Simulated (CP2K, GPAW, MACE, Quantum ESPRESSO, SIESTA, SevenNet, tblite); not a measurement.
# Which run comes nearest? Twisted graphene bilayer, 46.83° (76 atoms)

The cell holds 76 atoms: 76 C. Cell: a = 10.723 Å, b = 10.723 Å, c = 17.430 Å, α = 90.0°, β = 90.0°, γ = 120.0°. It derives from C (graphene). Graphene (a = 2.46 Å) under graphene (a = 2.46 Å), bilayer, commensurate cell of 19 unit cells a layer, twist 46.83 deg; facing planes 3.43 Å apart as built; 14 Å of vacuum; minimised with a classical potential. Then every atom was moved at random, 0.02 Å r.m.s. a Cartesian component. Regions: layer 1, 38 atoms (38 C); layer 2, 38 atoms (38 C). Vacuum lies along c.

Geometry: as built.

The reference, a calculation:

```
method                 : Kohn-Sham DFT, PBE, SSSP efficiency 1.3.0 pseudopotentials, plane waves (Quantum ESPRESSO 7.5); sssp-pbe-1.3.0-efficiency, cutoffs 45/360 Ry, Γ point
r.m.s. force component : 1.21 eV/Å
longest force          : 4.887 eV/Å
time                   : 2.1 min on 4 MPI ranks of Arm Neoverse V1, shared host
CPU time               : 8.3 min
```

**Question.** The same geometry is run in other programs. How far does each lie from the reference, and what does it cost?
- CP2K PBE, DZVP-UZH, 450/30 Ry, diagonalisation (CP2K 2026.2; 4 MPI ranks)
- SIESTA PBE, DZP, shift 0.01 Ry, mesh 300 Ry (SIESTA 5.4.2; 2 MPI ranks)
- CP2K PBE, DZVP-UZH, 225/50 Ry, diagonalisation (CP2K 2026.2; 2 threads)
- MACE MPA-0 medium potential (MACE MPA-0 medium; 1 thread)
- CP2K LDA, DZVP-MOLOPT-SR, 450/50 Ry, diagonalisation (CP2K 2026.2; 2 threads)
- CP2K PBE, DZVP-UZH, 450/50 Ry, diagonalisation (CP2K 2026.2; 4 MPI ranks)
- SevenNet 0 potential (SevenNet 0; 1 thread)
- CP2K PBE, TZV2P-UZH, 450/50 Ry, diagonalisation (CP2K 2026.2; 4 MPI ranks)
- tblite GFN1-xTB (tblite 0.8.0; 1 thread)
- GPAW PBE, LCAO dzp, h 0.16 Å (GPAW 26.7.0; 1 thread)

Differences are against the plane-wave reference, forces as r.m.s. over components; share is that over the reference's r.m.s. force, slope the least-squares factor from reference forces to these. Total energies of different programs have different zeros and aren't compared.

| run | Δ force, r.m.s. (meV/Å) | share (%) | slope | cores | CPU time | memory (GiB) |
| --- | --- | --- | --- | --- | --- | --- |
| reference | - | - | - | 4 | 8.3 min | 3.5 |
| CP2K PBE, DZVP-UZH, 450/30 Ry, diagonalisation (coarse) | 21.3 | 1.76 | 1.016 | 4 | 4 min | 4.7 |
| SIESTA PBE, DZP, shift 0.01 Ry, mesh 300 Ry | 159 | 13.1 | 1.113 | 2 | 2.4 min | 1.1 |
| CP2K PBE, DZVP-UZH, 225/50 Ry, diagonalisation (coarse) | 29.6 | 2.45 | 1.015 | 2 | 3.4 min | 1.3 |
| MACE MPA-0 medium potential | 147 | 12.1 | 0.897 | 1 | 10 s | 1.0 |
| CP2K LDA, DZVP-MOLOPT-SR, 450/50 Ry, diagonalisation | 39.1 | 3.23 | 0.995 | 2 | 2.6 min | 3.5 |
| CP2K PBE, DZVP-UZH, 450/50 Ry, diagonalisation | 21.2 | 1.75 | 1.016 | 4 | 4.3 min | 4.7 |
| SevenNet 0 potential | 162 | 13.4 | 0.879 | 1 | 12 s | 0.85 |
| CP2K PBE, TZV2P-UZH, 450/50 Ry, diagonalisation | 6.31 | 0.521 | 1.000 | 4 | 13 min | 5.3 |
| tblite GFN1-xTB | 95.1 | 7.86 | 0.949 | 1 | 1.3 s | 0.12 |
| GPAW PBE, LCAO dzp, h 0.16 Å | 94.4 | 7.80 | 1.065 | 1 | 1.9 min | 1.6 |

Rows marked coarse were listed beforehand as settings not expected to be converged; some can still land near the reference.

Times of the machine-learned potentials are mostly Python's start and the loading of weights.

CPU time is summed over cores on a shared host, where runs went side by side, so it is rough. Symmetry, cutoffs, thresholds, outputs and thread counts weren't matched or tuned between programs; memory under MPI is the largest rank's times the ranks.

The PBE runs in local orbitals, coarse settings apart, differ by 0.52 % (CP2K PBE, TZV2P-UZH, 450/50 Ry, diagonalisation) to 13 % (SIESTA PBE, DZP, shift 0.01 Ry, mesh 300 Ry); basis, grid and potentials can all enter. Tight binding differs by 7.9 % (tblite GFN1-xTB); it is another model, with fitted parameters of its own, and the xTB methods hold dispersion. Machine-learned potentials differ by 12 % (MACE MPA-0 medium potential) to 13 % (SevenNet 0 potential); they were trained on other programs' data. Rows with another functional or a dispersion term differ by 3.2 % (CP2K LDA, DZVP-MOLOPT-SR, 450/50 Ry, diagonalisation), which mixes the change of model with differences of basis and potentials. Periodic xTB results under one method name differ between programs and library versions. Machine-learned potentials mimic data converged in k, so the reference's own k-point error enters their differences. The electronic-structure runs sample only Γ, in a cell whose shortest periodic width is 9 Å.

[Logs are printed without paths, hosts, clocks, repeated set-up lines and the standing remarks that a program may print on its own settings, such as how far it seeks lower states.]

[Hosts, paths, dates, database ids (printed as entryN), source tags and the programs' standing remarks are cut or masked in the printed files.]
